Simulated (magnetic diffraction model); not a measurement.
**MnCuAg₂F₆: what an assumed order does to the neutron pattern**

Space group Fm-3m (no. 225), a = 7.7170 Å.

| site | atom | x | y | z |
| --- | --- | --- | --- | --- |
| 8c | Ag | 1/4 | 1/4 | 3/4 |
| 4b | Cu | 1/2 | 0 | 0 |
| 4a | Mn | 0 | 0 | 0 |
| 24e | F | 0.2391 | 0 | 0 |

This is a made-up structure (elements placed in a structure type, unrelaxed), so the numbers test the method and describe no known phase.

Only Cu and Mn are taken to order (form factors of Cu2+ and Mn2+); orders and moment sizes are assumed, and not adapted to the symmetry. Radiation: neutrons of λ = 2.41 Å, 8° to 90°; isotropic B of 0.34 Å² (Ag), 0.41 Å² (Cu), 0.34 Å² (Mn) and 0.56 Å² (F). Simulated constant-wavelength pattern: nuclear and magnetic terms add, the magnetic one as |2.695 fm × Σ f S⊥ exp(2πi Q·r) exp(−B s²)|², summed over all Q at one angle with the factor 1/(sin²θ cos θ). For collinear order S is the moment m, which repeats by lattice and centring translations R with the sign exp(−2πi k·R). Free-ion form factors, Sears's scattering lengths of 1992, no absorption; a label names one of the reflections at its angle. The strongest nuclear line in the range is 100, and lines under 0.2 are left out.

Assume the order k = (1/2 1/2 1/2), collinear moments along [111], 0.76 μB on Cu and 4.55 μB on Mn; signs + at (1/2, 0, 0), − at (0, 0, 0).

Q: Where does magnetic intensity appear, and how strong is it?

```csv
2θ (°),index,nuclear,magnetic
30.02,(1/2 1/2 -3/2),0.0,20.2
31.38,(1 1 1),17.7,0.0
36.40,(2 0 0),1.5,0.0
39.79,(3/2 3/2 -1/2),0.0,5.8
47.87,(5/2 1/2 1/2),0.0,2.5
52.42,(2 2 0),2.9,0.0
55.02,(5/2 1/2 -3/2),0.0,7.7
61.59,(3/2 3/2 -5/2),0.0,3.0
62.38,(3 1 1),28.3,0.0
65.49,(2 2 2),100.0,0.0
67.78,(5/2 5/2 1/2),0.0,2.3
73.70,(7/2 3/2 -1/2),0.0,3.0
77.31,(4 0 0),84.4,0.0
79.44,(7/2 3/2 3/2),0.0,0.2
85.09,(5/2 1/2 -7/2),0.0,2.1
85.79,(3 3 1),29.1,0.0
88.58,(4 2 0),1.0,0.0
```

The strongest magnetic line in the range is (1/2 1/2 -3/2) at 30.02° (20.2). On top of the Lorentz factor, which all lines share, magnetic lines fade with angle because f falls: for Cu2+ it is 0.93, 0.75, 0.55 and 0.23 at sin θ/λ = 0.1, 0.2, 0.3 and 0.5 Å⁻¹, while nuclear lengths stay constant. The order has no net moment.

[Logs are printed without paths, hosts, clocks, repeated set-up lines and the standing remarks that a program may print on its own settings, such as how far it seeks lower states.]
